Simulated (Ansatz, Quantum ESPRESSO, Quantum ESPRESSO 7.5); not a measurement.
**Screening and band shifts of honeycomb PN, 1 layer**

Wanted: polarisability and gap of honeycomb PN, 1 layer against a perpendicular field.

Method: plane-wave DFT, PBE, GBRV ultrasoft pseudopotentials (geometry and cross-check by Ansatz 0.2.0 with PAW datasets; geometry under PBE), in Quantum ESPRESSO 7.5.

### 1. Starting point

The cell holds 2 atoms: 1 N and 1 P. Its edges and angles: a = 2.730 Å, b = 2.730 Å, c = 17.860 Å, α = 90.0°, β = 90.0°, γ = 120.0°. It derives from PN. Vacuum lies along c.

Structure file:

```
N P
1.0
     2.73000    0.00000    0.00000
    -1.36500    2.36425    0.00000
     0.00000    0.00000   17.86000
N P
1 1
Cartesian
  1.3650 0.7881 8.5000
  0.0000 1.5762 9.3600
```

This sheet is a model structure: its symmetry is held, and its stability is not tested here.

### 2. Relaxation with Ansatz

The geometry comes first, from a plane-wave PAW code, so that the later runs on this slab share one structure.

Contents of input.yaml:

```yaml
crystal:
  lattice:
    - [2.73, 0.0, 0.0]
    - [-1.365, 2.3642493523, 0.0]
    - [0.0, 0.0, 17.86]
  atoms:
    - { symbol: "N", position: [0.6666666667, 0.3333333333, 0.4759238522] }
    - { symbol: P, position: [0.3333333333, 0.6666666667, 0.5240761478] }
kpoints:
  mp_grid: { grid: [12, 12, 1] }
hamiltonian:
  xc: pbe
scf:
  occupations: { method: fermi_dirac, width: 0.05 }
  convergence: { dr2_threshold: 1.0e-08 }
efield:
  axis: 3
  dipole_correction: true
  ramp_position: 0.97
  ramp_width: 0.04
relax:
  f_tol: 0.01
  cell: { fix: [c, alpha, beta] }
output:
  write_potential: true
  write_density: true
  volumetric_format: npy
```

Command:

```
$ ansatz run input.yaml --threads 2 --pin off --max-ram 4096MiB --backend cpu --events-out ev --progress --plain --runs-dir out
```

Numbers of over 12 decimals in the logs are rounded to 6 here.

Output:

```text
Warning: relax.cell: scf.convergence.dr2_threshold = 1e-8 eV is looser than the 2e-10 eV advised for a relaxation that steers and ends on the stress (1e-10 eV for each atom of the cell: 2). What an SCF threshold leaves in a stress goes as its square root, and in the free energy as the threshold itself, and one threshold admits the most on a small cell: [figures from the program's tests cut] Set scf.convergence.dr2_threshold to 2e-10 eV or tighter. The threshold is an SCF's pass mark: one that does not reach it within its budget of iterations ends unconverged, or closes short of it on a stop that the run arms, and scf.convergence.dr2_threshold's page says what that costs each kind of run
Engine: ansatz 0.2.0, aarch64-unknown-linux-gnu
Pseudopotentials: kind: paw
Pseudopotential: N, paw, valence charge 5, recommended cutoff 420 eV (normal), N.paw.azcp
Pseudopotential: P, paw, valence charge 5, recommended cutoff 420 eV (normal), P.paw.azcp
Functional definition: PBE
  parameter kappa = 0.804
  parameter beta = 0.066725
  exchange = pbe_x(kappa = kappa, mu = beta*pi^2/3)
  correlation = pbe_c(beta = beta)
Crystal: 2 atoms, lattice volume = 115.276 Å³
Basis set: ecut = 420 eV, 2273 PW (Γ), exchange–correlation on 40×40×240 points (8 copies of the dense FFT grid, shifted against one another)
Bands: 9, of which v1, the nominal top of the filled ones, is band 5 counted from 1 (4 counted from 0)
Symmetry: 6 space group operations
Space group: P3m1 (ITA 156), of the structure as read, at distance tolerance 4.9e-5 Å
k-points: 19 of 144 (time reversal used)
Non-local potential: N, projectors of the file, l = 0: 2, l = 1: 2, l = 2: 1
Non-local potential: P, projectors of the file, l = 0: 2, l = 1: 2, l = 2: 2
PAW form: soft (Blöchl's): semilocal exchange-correlation on the pseudo side does not see the compensation charge
PAW one-centre angular grid: N, 110 points (default); XC on 64 Gauss nodes
PAW one-centre angular grid: P, 110 points (default); XC on 64 Gauss nodes
Initial density: superposition of atomic densities (neutral atoms: chi_scale 0, normalization atom), corrected by the library's trained network
Initial wavefunctions: pseudopotential atomic-orbital guess
Functional: x = pbe(κ = 0.804, μ = 0.219515), c = pbe(β = 0.066725)
SCF iter   1: F=—  HF=-1139.084359 eV  |F-HF|=—  |Δ(HF+E_count)|=         —  Δρ=5.27e-3  dr2=5.33e-2  ethr=1.77e-3  p=0.051 e·Å  D=8.02e-2 V/Å  ΔV_dip=-1.43 eV  dr2_dipole=7.79e-3  V_vac-E_F(+/−)=5.14/6.57 eV  ⟨swp⟩=8.2  Hψ=1800  notcnv=0
efield: sawtooth ramp at fractional position 0.9700 (set: `efield.ramp_position`, or a place that a band, a saddle search or an elastic batch's reference lends), width 0.0400; the density the first Hamiltonian is built on has a dipole p = 0.051 e·Å; the dipole correction subtracts the counter field D = 8.02e-2 V/Å, which shifts the + side's vacuum level by -1.43 eV against the − side's; the planar-averaged density in the ramp window peaks in size at 7.5e-5 e/Å³
preconditioner: auto → none  [insulator: Δε(μ)=1.846 eV  Ē_g=13.854 eV  σ=0.050 eV  W_gap=1.00  n_scr=10 (ndim 8)  ℏωp=10.9 eV  f_vac=0.723  D(μ)=0.00/eV (n_scr^D=0)  ε∞_Penn≈1.6]
SCF iter   2: F=—  HF=-1139.096596 eV  |F-HF|=—  |Δ(HF+E_count)|=   1.22e-2  Δρ=6.33e-3  dr2=1.17e-1  ethr=5.33e-4  p=0.001 e·Å  D=2.02e-3 V/Å  ΔV_dip=-0.04 eV  dr2_dipole=1.44e-2  V_vac-E_F(+/−)=6.08/6.12 eV  ⟨swp⟩=4.4  Hψ=569  notcnv=0
SCF iter   3: F=—  HF=-1139.074388 eV  |F-HF|=—  |Δ(HF+E_count)|=   2.22e-2  Δρ=1.96e-3  dr2=4.49e-3  ethr=5.33e-4  p=0.024 e·Å  D=3.77e-2 V/Å  ΔV_dip=-0.67 eV  dr2_dipole=2.02e-4  V_vac-E_F(+/−)=5.71/6.38 eV  ⟨swp⟩=3.2  Hψ=382  notcnv=0
SCF iter   4: F=—  HF=-1139.074510 eV  |F-HF|=—  |Δ(HF+E_count)|=   1.22e-4  Δρ=4.41e-4  dr2=1.51e-4  ethr=4.49e-5  p=0.025 e·Å  D=3.92e-2 V/Å  ΔV_dip=-0.70 eV  dr2_dipole=6.94e-6  V_vac-E_F(+/−)=5.71/6.41 eV  ⟨swp⟩=2.9  Hψ=356  notcnv=0
SCF iter   5: F=—  HF=-1139.074633 eV  |F-HF|=—  |Δ(HF+E_count)|=   1.23e-4  Δρ=1.01e-4  dr2=1.45e-5  ethr=1.51e-6  p=0.024 e·Å  D=3.76e-2 V/Å  ΔV_dip=-0.67 eV  dr2_dipole=1.21e-6  V_vac-E_F(+/−)=5.74/6.41 eV  ⟨swp⟩=2.5  Hψ=333  notcnv=0
SCF iter   6: F=—  HF=-1139.074620 eV  |F-HF|=—  |Δ(HF+E_count)|=   1.35e-5  Δρ=2.11e-5  dr2=4.13e-7  ethr=1.45e-7  p=0.024 e·Å  D=3.78e-2 V/Å  ΔV_dip=-0.68 eV  dr2_dipole=4.67e-8  V_vac-E_F(+/−)=5.74/6.41 eV  ⟨swp⟩=2.5  Hψ=269  notcnv=0
SCF iter   7: F=—  HF=-1139.074620 eV  |F-HF|=—  |Δ(HF+E_count)|=   4.24e-7  Δρ=6.59e-6  dr2=8.05e-8  ethr=4.13e-9  p=0.024 e·Å  D=3.80e-2 V/Å  ΔV_dip=-0.68 eV  dr2_dipole=9.67e-9  V_vac-E_F(+/−)=5.73/6.41 eV  ⟨swp⟩=2.8  Hψ=312  notcnv=0
SCF iter   8: F=-1139.074620 eV  HF=-1139.074620 eV  |F-HF|=4.15e-9  |Δ(HF+E_count)|=   1.23e-8  Δρ=8.58e-7  dr2=6.42e-10  ethr=1.00e-10  p=0.024 e·Å  D=3.79e-2 V/Å  ΔV_dip=-0.68 eV  dr2_dipole=3.27e-11  V_vac-E_F(+/−)=5.73/6.41 eV  ⟨swp⟩=9.1  Hψ=1195  notcnv=0
SCF 1 converged in 8 iterations: F = -1139.074620 eV  dr2 = 6.42e-10
  greatest PAW one-centre occupation: 0.811 electrons in one spin orbital (limit 2), on the N atom at site 0 (counted from 0), in its partial waves of l = 0
relax step   1: F+E_penalty+E_count = -1139.07461995 eV  Δ(F+E_penalty+E_count) = +0.000e0 eV  max|allowed force component| = 1.398e-1 eV/Å  Δτ_max = 0.0000 Å  P = +0.041 GPa  Ω = 115.276 Å³  fix = [c, alpha, beta]  reactions: c +0.156 GPa  (8 SCF iters, accepted)
Crystal: 2 atoms, lattice volume = 114.948 Å³
Initial density: handed on by an earlier stage of this run
Initial wavefunctions: those handed on with the density
iter 1 solved again at ethr=3.00e-6 eV; its pass at ethr=3.10e-3 eV (dr2=3.00e-4 eV) is discarded
SCF iter   1: F=—  HF=-1139.075358 eV  |F-HF|=—  |Δ(HF+E_count)|=         —  Δρ=3.71e-4  dr2=3.13e-4  ethr=3.00e-6  p=0.024 e·Å  D=3.79e-2 V/Å  ΔV_dip=-0.68 eV  dr2_dipole=4.05e-5  V_vac-E_F(+/−)=5.75/6.42 eV  ⟨swp⟩=2.5  Hψ=1580  notcnv=0
efield: sawtooth ramp at fractional position 0.9700 (set: `efield.ramp_position`, or a place that a band, a saddle search or an elastic batch's reference lends), width 0.0400; the density the first Hamiltonian is built on has a dipole p = 0.024 e·Å; the dipole correction subtracts the counter field D = 3.79e-2 V/Å, which shifts the + side's vacuum level by -0.68 eV against the − side's; the planar-averaged density in the ramp window peaks in size at 6.9e-7 e/Å³
preconditioner: auto → none  [insulator: Δε(μ)=1.819 eV  Ē_g=14.017 eV  σ=0.050 eV  W_gap=1.00  n_scr=10 (ndim 8)  ℏωp=11.0 eV  f_vac=0.724  D(μ)=0.00/eV (n_scr^D=0)  ε∞_Penn≈1.6]
[...]
preconditioner: auto → none  [insulator: Δε(μ)=1.824 eV  Ē_g=13.999 eV  σ=0.050 eV  W_gap=1.00  n_scr=10 (ndim 8)  ℏωp=10.9 eV  f_vac=0.724  D(μ)=0.00/eV (n_scr^D=0)  ε∞_Penn≈1.6]
SCF iter   2: F=—  HF=-1139.075244 eV  |F-HF|=—  |Δ(HF+E_count)|=   2.46e-5  Δρ=5.41e-5  dr2=6.51e-6  ethr=9.89e-8  p=0.026 e·Å  D=4.03e-2 V/Å  ΔV_dip=-0.72 eV  dr2_dipole=7.02e-7  V_vac-E_F(+/−)=5.72/6.44 eV  ⟨swp⟩=2.0  Hψ=259  notcnv=0
SCF iter   3: F=—  HF=-1139.075243 eV  |F-HF|=—  |Δ(HF+E_count)|=   8.04e-7  Δρ=2.84e-5  dr2=2.14e-6  ethr=6.51e-8  p=0.026 e·Å  D=4.07e-2 V/Å  ΔV_dip=-0.73 eV  dr2_dipole=2.68e-7  V_vac-E_F(+/−)=5.71/6.44 eV  ⟨swp⟩=2.6  Hψ=249  notcnv=0
SCF iter   4: F=—  HF=-1139.075243 eV  |F-HF|=—  |Δ(HF+E_count)|=   3.46e-7  Δρ=1.16e-5  dr2=2.41e-7  ethr=2.14e-8  p=0.026 e·Å  D=4.06e-2 V/Å  ΔV_dip=-0.72 eV  dr2_dipole=2.61e-8  V_vac-E_F(+/−)=5.72/6.44 eV  ⟨swp⟩=1.3  Hψ=188  notcnv=0
SCF iter   5: F=-1139.075243 eV  HF=-1139.075243 eV  |F-HF|=5.34e-9  |Δ(HF+E_count)|=   2.34e-8  Δρ=2.40e-6  dr2=8.08e-9  ethr=1.00e-10  p=0.026 e·Å  D=4.05e-2 V/Å  ΔV_dip=-0.72 eV  dr2_dipole=7.32e-10  V_vac-E_F(+/−)=5.72/6.44 eV  ⟨swp⟩=9.2  Hψ=1200  notcnv=0
SCF 3 converged in 5 iterations: F = -1139.075243 eV  dr2 = 8.08e-9
relax step   3: F+E_penalty+E_count = -1139.07524310 eV  Δ(F+E_penalty+E_count) = -8.011e-7 eV  max|allowed force component| = 1.391e-2 eV/Å  Δτ_max = 0.0003 Å  P = +0.030 GPa  Ω = 115.021 Å³  energy of the carried Pulay correction = +1.309e-4 eV  fix = [c, alpha, beta]  reactions: c +0.007 GPa  (5 SCF iters, accepted)
[...]
relax step   4: F+E_penalty+E_count = -1139.07521284 eV  Δ(F+E_penalty+E_count) = +3.026e-5 eV  max|allowed force component| = 7.825e-5 eV/Å  Δτ_max = 0.0002 Å  P = -0.003 GPa  Ω = 115.108 Å³  energy of the carried Pulay correction = +8.610e-5 eV  fix = [c, alpha, beta]  reactions: c -0.010 GPa  (5 SCF iters, accepted)
Initial wavefunctions: pseudopotential atomic-orbital guess (no wavefunctions were taken with the density)
iter 1 solved again at ethr=1.64e-6 eV; its pass at ethr=3.10e-3 eV (dr2=1.64e-4 eV) is discarded
SCF iter   1: F=—  HF=-1139.075170 eV  |F-HF|=—  |Δ(HF+E_count)|=         —  Δρ=4.24e-6  dr2=1.75e-8  ethr=1.64e-6  p=0.026 e·Å  D=4.07e-2 V/Å  ΔV_dip=-0.73 eV  dr2_dipole=1.16e-9  V_vac-E_F(+/−)=5.71/6.44 eV  ⟨swp⟩=3.3  Hψ=2394  notcnv=0
efield: sawtooth ramp at fractional position 0.9700 (set: `efield.ramp_position`, or a place that a band, a saddle search or an elastic batch's reference lends), width 0.0400; the density the first Hamiltonian is built on has a dipole p = 0.026 e·Å; the dipole correction subtracts the counter field D = 4.07e-2 V/Å, which shifts the + side's vacuum level by -0.73 eV against the − side's; the planar-averaged density in the ramp window peaks in size at 6.7e-7 e/Å³
eigensolver tolerance schedule: the retry pair's looser diagonalisation over-reported the residual by 9382.49 of it (diagonalisation noise at an unbounded share of the residual, at the tolerance the schedule requests for it); recorded, not acted on — ethr = c·dr2/N_el stays at c = 1.0e-1
preconditioner: auto → none  [insulator: Δε(μ)=1.823 eV  Ē_g=13.990 eV  σ=0.050 eV  W_gap=1.00  n_scr=10 (ndim 8)  ℏωp=10.9 eV  f_vac=0.724  D(μ)=0.00/eV (n_scr^D=0)  ε∞_Penn≈1.6]
SCF iter   2: F=—  HF=-1139.075149 eV  |F-HF|=—  |Δ(HF+E_count)|=   2.10e-5  Δρ=5.47e-6  dr2=6.77e-8  ethr=1.75e-10  p=0.026 e·Å  D=4.07e-2 V/Å  ΔV_dip=-0.73 eV  dr2_dipole=7.55e-9  V_vac-E_F(+/−)=5.71/6.44 eV  ⟨swp⟩=4.2  Hψ=437  notcnv=0
SCF iter   3: F=-1139.075149 eV  HF=-1139.075149 eV  |F-HF|=5.80e-10  |Δ(HF+E_count)|=   1.20e-8  Δρ=1.56e-6  dr2=1.02e-9  ethr=1.00e-10  p=0.026 e·Å  D=4.07e-2 V/Å  ΔV_dip=-0.73 eV  dr2_dipole=1.41e-11  V_vac-E_F(+/−)=5.71/6.44 eV  ⟨swp⟩=10.4  Hψ=1513  notcnv=0
SCF 5 converged in 3 iterations: F = -1139.075149 eV  dr2 = 1.02e-9
relax step   5: F+E_penalty+E_count = -1139.07514875 eV  Δ(F+E_penalty+E_count) = +6.410e-5 eV  max|allowed force component| = 4.408e-5 eV/Å  Δτ_max = 0.0000 Å  P = -0.004 GPa  Ω = 115.108 Å³  fix = [c, alpha, beta]  reactions: c -0.001 GPa  stress off target by 6.13e-3 GPa on what of the cell is left free  SCF on the basis re-selected at this cell (its energy is not comparable with the rows above)  (3 SCF iters)
basis re-selected at this cell: Δ(F+E_penalty+E_count) = +6.410e-5 eV, ΔP = -0.001 GPa vs the last step (what re-selecting the basis moved, of the pressure what is left beyond the Pulay correction that the steps carried, after the strain that the cell walked since its last selection, with what the two solves' SCF thresholds leave and, on support functions, any second-order correction that the steps lacked; it is no m [...]
WARN: The output density's exchange-correlation potential varies sharply where the density is thin. Do not read a vacuum level from v_tot or v_xc, or from such a field of the output density. On a cell that repeats whose density bears no net charge and no dipole along the vacuum's axis use v_es (v_loc + v_h of the components); under efield.dipole_correction with no amplitude use v_es + v_field, which holds any externa [...]
SCF converged after 3 iterations
Free energy (F): -1139.075149 eV
Harris-Foulkes:  -1139.075149 eV  (|F-HF|=5.80e-10)
Internal energy: -1139.075149 eV  (E = F + TS)
E sigma→0 (E₀):  -1139.075149 eV
Fermi energy:    -3.028699 eV
Dipole field:    D = 0.040735 V/Å  (p = 0.025913 e·Å, saw-weighted, corrected)
Work function:   Φ+ = 5.7142 eV   Φ− = 6.4417 eV
Levels:          The Fermi level and band energies are counted from a zero that moves with the ramp; work functions are not
--- Per-component energies (eV) ---
  E_band       = -112.710639
  E_kinetic    = 202.547574
  E_local      = -3395.516218  (includes V_loc(G=0)·N_el)
  E_nonlocal   = 78.942165
  E_hartree    = 1582.506005
  E_xc         = -121.846170
  E_vxc        = -137.487105  (∫ρ·V_xc dr)
  E_paw        = -696.103685  (= ΣΔE_a)
  E_vpaw       = -26.138028  (= ΣTr[D̂ρ^β])
  E_aug_tail   = 0.000093  (compensation charges beyond the density's cutoff)
  E_efield     = 0.000528  (sawtooth field / dipole correction)
  E_vefield    = -0.071697  (∫n·V_field dr)
  E_ewald      = 1210.394559
  E_smearing   = -0.000000  (= −TS)
  E_closure    = -0.000000  (closes the sum)
  Σ components = -1139.075149   (vs F -1139.075149, Δ=0.00e0)
--- Forces (eV/Å), atoms counted from 1 ---
  atom   1  N      0.00000000     0.00000000    -0.00004759
  atom   2  P      0.00000000    -0.00000000     0.00004057
  max |Σ_I F_I| component: 7.03e-6 eV/Å
--- Stress (GPa, compression-positive) ---
       -0.006133       0.000000       0.000000
        0.000000      -0.006133       0.000000
       -0.000000       0.000000      -0.000616
  P = ⅓ Tr σ = -0.0043 GPa (-0.043 kbar)
--- Band table (eV; the first three rows and the last of 19) ---
  k-point 0: bands = ["-23.5499", "-11.8397", "-6.3527", "-6.3527", "-4.7387", "0.6852", "2.3587", "2.7861", "2.7861"]
  k-point 1: bands = ["-23.4082", "-11.7158", "-7.1411", "-6.5392", "-4.5814", "1.1135", "2.2710", "2.6711", "3.0267"]
  k-point 2: bands = ["-22.9896", "-11.4049", "-8.7621", "-6.9979", "-4.3141", "0.8338", "2.3112", "3.3802", "3.5377"]
  k-point 18: bands = ["-19.4896", "-14.5358", "-12.2536", "-6.8074", "-4.8403", "-1.5866", "2.0948", "5.8175", "8.0665"]
--- Relaxed structure (4 steps of the walk, 4 accepted, 1 SCFs on fresh bases) ---
  F+E_penalty+E_count = -1139.07514875 eV   max|allowed force component| = 4.408e-5 eV/Å   (the final SCF, on the basis selected at the relaxed cell)
  cell:  # Å, volume = 115.1081 Å³
    - [2.728016, 0, 0]
    - [-1.364008, 2.362531, 0]
    - [0, 0, 17.86]
  atoms:
    - { symbol: N, position: [0.666667, 0.333333, 0.475725] }
    - { symbol: P, position: [0.333333, 0.666667, 0.524275] }
```

It took 6.5 s on 2 threads of Arm Neoverse V1, shared host; peak memory 0.34 GiB.

The steps of the relaxation:

| step | energy less that of the first step (eV) | largest force component (eV/Å) | pressure (GPa) | volume (Å³) |
| --- | --- | --- | --- | --- |
| 1 | 0.0000 | 0.1398 | 0.04 | 115.28 |
| 2 | -0.0006 | 0.0285 | 0.06 | 114.95 |
| 3 | -0.0006 | 0.0139 | 0.03 | 115.02 |
| 4 | -0.0006 | 0.0001 | 0.00 | 115.11 |
| 5* | -0.0005 | 0.0000 | 0.00 | 115.11 |

Relaxation steps marked * repeat the geometry before them on a plane-wave basis chosen anew for their cell, so energy and pressure can jump there.

| cell as run | before | after | change |
| --- | --- | --- | --- |
| a (Å) | 2.730 | 2.728 | -0.1 % |
| b (Å) | 2.730 | 2.728 | -0.1 % |

Final coordinates:

```cif
data_structure
_symmetry_space_group_name_H-M 'P 1'
_symmetry_Int_Tables_number 1
_cell_length_a 2.7280
_cell_length_b 2.7280
_cell_length_c 17.8600
_cell_angle_alpha 90.000
_cell_angle_beta 90.000
_cell_angle_gamma 120.000
_cell_volume 115.11
loop_
_atom_site_label
_atom_site_type_symbol
_atom_site_fract_x
_atom_site_fract_y
_atom_site_fract_z
_atom_site_occupancy
N1 N 0.66667 0.33333 0.47572 1
P2 P 0.33333 0.66667 0.52428 1
```

This step gave:

- free energy: -1139.0751 eV
- Fermi energy: -3.029 eV
- gap by band count: 1.823 eV
- symmetry operations: 6
- dipole along the normal: 0.02591 e·Å
- vacuum level at the upper face over a Fermi level inside the gap: 5.714 eV
- vacuum level at the lower face over a Fermi level inside the gap: 6.442 eV

(Part 1 of 6 ends here.)

[Logs are printed without paths, hosts, clocks, repeated set-up lines and the standing remarks that a program may print on its own settings, such as how far it seeks lower states.]

[Hosts, paths, dates, database ids (printed as entryN), source tags and the programs' standing remarks are cut or masked in the printed files.]

[Maps of the electrostatic potential energy from Ansatz leave out the sawtooth potential of an applied field or a dipole correction, so their vacuum need not be flat; planar profiles and work functions include it.]
